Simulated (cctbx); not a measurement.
## Which space group?

Cell: a = 3.9050 Å, b = 3.9050 Å, c = 9.3950 Å, α = 90.00°, β = 90.00°, γ = 120.00°. Expected content of the cell: Ni1 V2 S3.

Simulated single-crystal data (cctbx): synchrotron X-rays, λ = 0.7749 Å, to d = 0.84 Å, 50 % of the full sphere, strongest reflection 70000 counts, noise from counting, a 1.5 % proportional error and a noise floor of 8 counts (s.d.); no absorption.

A first pass over the reflections prints:

```text
432 reflections to d = 0.842 A
centring   violations  <I/sigma> of those
    A        220 of   221     31.5
    B        215 of   216     32.8
    C        209 of   209     32.0
    I        216 of   217     31.4
    R        302 of   305     24.3
    F        322 of   323     32.1
Laue class    unique    Rint  (classes that these axes allow; Friedel mates merged)
P -1              328   0.008
P 1 1 2/m         217   0.010
P -3              148   0.010
P -3 1 m           98   0.011
P -3 m 1          108   0.011
P 6/m              85   0.011
P 6/m m m          71   0.012
space group    extra absences  I>4sigma  <I/sigma>
P 6 2 2                 0          0         -  acentric
P 6 m m                 0          0         -  acentric
P -6 m 2                0          0         -  acentric
P -6 2 m                0          0         -  acentric
P 6/m m m               0          0         -  centric
Wilson B = 0.97 A^2   <|E^2-1|> = 0.898 (0.968 centric, 0.736 acentric)   E^2>4: 0.0 %
shell (A)         n   <I/sigma>
 4.70 - 1.43     19     70.5
 1.43 - 1.14     13     77.5
 1.14 - 1.00     13     69.7
 1.00 - 0.91     14     67.0
 0.91 - 0.84     12     60.4
```

**Question.** What are the lattice type, the Laue class and the likely space group?

Every centring test has many violations, so the lattice is primitive.

Rint stays low (0.008 to 0.012) up to P 6/m m m, the highest class in these axes.

5 settings pass the absence test. No glide or screw absences show, which leaves P 6 2 2, P 6 m m, P -6 m 2, P -6 2 m and P 6/m m m.

⟨|E²−1|⟩ = 0.898 leans to a centrosymmetric structure. The Wilson B of 0.97 Å² means U ≈ 0.0123 Å².

The true group is P-3m1 (no. 164), Laue class -3m, centrosymmetric. It isn't in the list: the twinning raises the apparent Laue symmetry.

The crystal is twinned by the law (1 0 0 1 -1 0 0 0 -1) with a minor fraction of 0.5; Rint in the higher class falls towards the noise as the fraction nears 1/2.

The model was made for the exercise: a known structure type with other elements put in, its volume estimated, not relaxed; displacement parameters are assumed.

[Logs are printed without paths, hosts, clocks, repeated set-up lines and the standing remarks that a program may print on its own settings, such as how far it seeks lower states.]
